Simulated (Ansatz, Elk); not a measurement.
# How far do independent atoms describe CdBrCl?, part 2 of 2

Structure refinements treat a crystal as free atoms side by side. For a made-up structure of CdBrCl (cell and positions from a PBE relaxation) the runs below show what the calculated density changes in F(hkl).

Elk 11.2.3 (patched build); all-electron DFT.

So far. Step 2 (Ground state and structure factors): The ions are Cd2+, Br− and Cl−, by formal charge.

The structure was built from a prototype and need not be the compound's stable phase.

### Step 3. The highest occupied states alone

Level of this step: DFT, PBE, all-electron APW+lo, Dirac cores, scalar-relativistic bands, static density, no spin (Elk).

An energy window below the Fermi level keeps the highest occupied states, to see at which angles they scatter; shallow core shells can lie inside it and anion s states outside. No new self-consistency is needed.

Input file elk.in:

```
tasks
  195

xctype
  20

spinpol
  .false.

rgkmax
  7.0

gmaxvr
  14.0

lmaxo
  7

lmaxapw
  8

swidth
  0.002

tshift
  .false.

ramdisk
  .false.

hmaxvr
  5.5

maxscl
  120

epspot
  1e-06

wsfac
  -0.303480 0.364010

sppath
  './'

avec
  9.75855784787 -0.00000000000 0.00000000000
  -0.00000000000 9.75855784787 0.00000000000
  0.00000000000 0.00000000000 11.93650332450

atoms
  3
  'Cd.in'
  2
  -0.0000000000 0.5000000000 0.7924281960   0.000000 0.000000 0.000000
  0.5000000000 -0.0000000000 0.2075718040   0.000000 0.000000 0.000000
  'Br.in'
  2
  0.5000000000 0.5000000000 0.0000000000   0.000000 0.000000 0.000000
  0.0000000000 -0.0000000000 0.0000000000   0.000000 0.000000 0.000000
  'Cl.in'
  2
  0.0000000000 0.5000000000 0.4165402308   0.000000 0.000000 0.000000
  0.5000000000 0.0000000000 0.5834597692   0.000000 0.000000 0.000000

ngridk
  5 5 4
```

The run is started by

```console
$ OMP_NUM_THREADS=4 elk
```

Numbers of over 12 decimals in the logs are rounded to 6 here.

Log:

```text
┌─────────────────────────────────┐
│ Elk code version 11.2.3 started │
└─────────────────────────────────┘

Info(readinput): the functional depends on the density's gradient
 muffin-tin radial points multiplied by    2.00000
 (not where nrmtscf is given)

┌────────────────────┐
│ Current task : 195 │
└────────────────────┘
Info(checkmt): changed muffin-tin radius of species 1 (Cd) from   2.6000 to   2.4033
Info(checkmt): changed muffin-tin radius of species 3 (Cl) from   2.2000 to   2.0335

Info(sfacrho): density structure factors written to SFACRHO.OUT

 Energy window :  -0.3034800000      0.3640100000

┌──────────────────┐
│ Elk code stopped │
└──────────────────┘
```

Run time: 24 s. Hardware: 4 threads of Arm Neoverse V1, shared host; peak memory 0.2 GiB.

States within 10 eV below the Fermi level hold 44.00 electrons; any levels below the window count with the cores. Their amplitudes can exceed the total, where window and core parts have opposite phase:

```
hkl  sin θ/λ (Å⁻¹)  abs F, window  abs F, all
001          0.079          5.737      62.971
100          0.097          0.000       0.000
101          0.125         12.553      68.792
110          0.137         16.751      51.798
111          0.158          4.902      61.163
002          0.158          5.612       2.033
102          0.186         10.053      62.179
200          0.194         17.939     159.112
201          0.209          2.204      54.503
112          0.209          9.851     108.939
```

### Step 4. Another functional

The difference from free atoms is small, so it is set against the change that LDA (Perdew-Wang) makes.

elk.in, as its differences from that of step 3:

```diff
@@ -1,2 +1,3 @@
 tasks
+  0
   195
@@ -4,3 +5,3 @@
 xctype
-  20
+  3
 
@@ -39,5 +40,2 @@
 
-wsfac
-  -0.303480 0.364010
-
 sppath
```

The run is started by

```console
$ OMP_NUM_THREADS=4 elk
```

Log:

```text
┌─────────────────────────┐
│ Elk code version 11.2.3 │
└─────────────────────────┘

All units are atomic (Hartree, Bohr, etc.)

┌─────────────────────────────────────────────────┐
│ Ground-state run starting from atomic densities │
└─────────────────────────────────────────────────┘

Lattice vectors :
   9.758557848      -0.000000000       0.000000000
  -0.000000000       9.758557848       0.000000000
   0.000000000       0.000000000       11.93650332

Reciprocal lattice vectors :
  0.6438641247       0.000000000      -0.000000000
[...]
species : 1 (Cd)
[...]
species : 2 (Br)
[...]
species : 3 (Cl)
   atom 1                    :    15.11268246     (  0.4611561854E-04)
   atom 2                    :    15.11268246     (  0.4611561854E-04)
 total in muffin-tins        :    189.2875977
 total calculated charge     :    199.9979317
 total charge                :    200.0000000
 error                       :   0.2068276992E-02

┌──────────────────────────────┐
│ Self-consistent loop stopped │
└──────────────────────────────┘

Warning : core states of species 1 leak from the muffin-tin :   0.6952002840E-03

Wrote STATE.OUT
[key lines of the parts left out:]
total energy                :     -17309.275658816
```

Run time: 52 s. Hardware: 4 threads; peak memory 0.21 GiB.

Against the first run R = 0.05 %; the largest change is -0.091 at 200.

### Step 5. Basis size

A smaller basis shows how fast F responds to it; the change is likely larger than the basis error of the first run, but doesn't show convergence.

elk.in, as its differences from that of step 4:

```diff
@@ -5,3 +5,3 @@
 xctype
-  3
+  20
 
@@ -11,3 +11,3 @@
 rgkmax
-  7.0
+  5.5
```

The run is started by

```console
$ OMP_NUM_THREADS=4 elk
```

Log:

```text
┌─────────────────────────┐
│ Elk code version 11.2.3 │
└─────────────────────────┘

All units are atomic (Hartree, Bohr, etc.)

┌─────────────────────────────────────────────────┐
│ Ground-state run starting from atomic densities │
└─────────────────────────────────────────────────┘

Lattice vectors :
   9.758557848      -0.000000000       0.000000000
  -0.000000000       9.758557848       0.000000000
   0.000000000       0.000000000       11.93650332

Reciprocal lattice vectors :
  0.6438641247       0.000000000      -0.000000000
[...]
species : 1 (Cd)
[...]
species : 2 (Br)
[...]
species : 3 (Cl)
   atom 1                    :    15.08300116     (  0.5251138772E-04)
   atom 2                    :    15.08300116     (  0.5251138772E-04)
 total in muffin-tins        :    189.0913724
 total calculated charge     :    199.9984392
 total charge                :    200.0000000
 error                       :   0.1560797052E-02

┌──────────────────────────────┐
│ Self-consistent loop stopped │
└──────────────────────────────┘

Warning : core states of species 1 leak from the muffin-tin :   0.6854274186E-03

Wrote STATE.OUT
[key lines of the parts left out:]
total energy                :     -17328.241874762
```

It took 49 s on 4 threads; peak memory 0.26 GiB; 1.8 min of CPU time.

Against the first run R = 0.06 %; the largest change is -0.112 at 200.

### Step 6. Settings against the effect

```
              run  R against the first run (%)  R against neutral atoms, low angle (%)  wall time
    PBE, rgkmax 7                         0.00                                    0.27       73 s
LDA (Perdew-Wang)                         0.05                                    0.27       52 s
       rgkmax 5.5                         0.06                                    0.27       49 s
```

### Step 7. Results

```json
{
  "R against neutral atoms, sin θ/λ < 0.3 Å⁻¹": "0.27 %",
  "R against neutral atoms, 0.3 to 0.65 Å⁻¹": "0.17 %",
  "R against ions, below 0.3 Å⁻¹": "0.34 %"
}
```

Independent neutral atoms miss the calculated amplitudes by R = 0.27 % below 0.3 Å⁻¹ and 0.17 % from there to 0.65 Å⁻¹; by shells, 0.62 % below 0.15 Å⁻¹ (3 forms), 0.23 % 0.15 to 0.3 (14 forms), 0.18 % 0.3 to 0.45 (36 forms), 0.17 % above 0.45 (84 forms). Bonding, aspherical density and the tables' own atoms all enter these figures, and the runs don't part them. The largest change of an amplitude is +0.72 electrons, at 002. R counts amplitudes alone; phases shift too. Weak lines can change much in proportion: 002 goes from 1.31 to 2.03. Formal ions give R = 0.34 % at low angle, further off than neutral atoms. The window's part falls from 44.0 electrons at the origin to at most 1.22 between 0.45 and 0.65 Å⁻¹, where compact states inside the window still scatter. Below 0.3 Å⁻¹ the changes that finished (LDA (Perdew-Wang) and rgkmax 5.5) move F by R = 0.05 % at most, against the 0.27 % that separates it from free atoms. The k-mesh has no finished test. Part of the difference isn't bonding: the tables are fits to free atoms and ions calculated by other methods than this functional. Thermal motion, anomalous dispersion and extinction are left out.

[Logs are printed without paths, hosts, clocks, repeated set-up lines and the standing remarks that a program may print on its own settings, such as how far it seeks lower states.]

[Hosts, paths, dates, database ids (printed as entryN), source tags and the programs' standing remarks are cut or masked in the printed files.]
